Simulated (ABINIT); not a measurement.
Computed results, one entry a study.

```json
{"subject": "A GW chain in ABINIT: Diamond (Fd-3m, 2 atoms a cell)", "lattice_ang": [[-0.0, 1.7834, 1.7834], [1.7834, -0.0, 1.7834], [1.7834, 1.7834, 0.0]], "atoms": [["C", 0.0, 0.0, 0.0], ["C", 0.25, 0.25, 0.25]], "method": "RPA screening on LDA, plane waves, norm-conserving pseudopotentials (and 2 further levels or steps)", "program": "ABINIT 10.8.3", "settings": "cutoff 37 Ha, PseudoDojo scalar-relativistic 0.4.1 standard, norm-conserving, potential set dojo-sr-lda-0.4.1-standard, ngkpt (8, 8, 8), nband 66, ecuteps 9 Ha, inclvkb 2, shiftk (0, 0, 0), symchi 1, awtr 1, frequency ppm, 8×8×8 k-mesh", "cost": "5 runs, 11 min in all on 8 MPI ranks of Arm Neoverse N1, shared host", "notes": "The program’s warnings: nkpt*nsppol () is not a multiple of nproc spkpt (). The cell and positions come from the Crystallography Open Database and are kept as given unless a step says otherwise.", "results": {"lda_gap": "4.14 eV, indirect", "g0w0_gap_on_the_mesh": "5.62 eV", "gw_settings": "8×8×8 mesh, 66 bands, screening to 244.9 eV, Godby-Needs plasmon pole", "known_limits": "short of the basis limit"}}
```

[Long decimals in the printed logs are rounded to 6 places.]

[Logs are printed without paths, hosts, clocks, repeated set-up lines and the standing remarks that a program may print on its own settings, such as how far it seeks lower states.]

[Paths, hosts, dates, memory and timing lines, banners, echoed tables and standing remarks are left out of the program output; an Ansatz launch command may be rebuilt from the run's recorded settings. Measured values are a selection of at most five: reports struck by readers or far from the other reports are left out. None is set beside runs whose start may be inverted or whose files or cutoffs have a known fault.]

[Runs of the session that timed out or met a known fault of the program may be left out.]

[Hosts, paths, dates, database ids (printed as entryN), source tags and the programs' standing remarks are cut or masked in the printed files.]

[G0W0 gaps are taken among the corrected bands and points alone; a level outside them can change the order at an edge.]

[Where Ansatz stands beside ABINIT at settings called matched, ABINIT's density can come from a denser mesh and the files from another edition; pairs whose starting gaps differed by over 0.03 eV were left out, so agreement reads better than it is.]
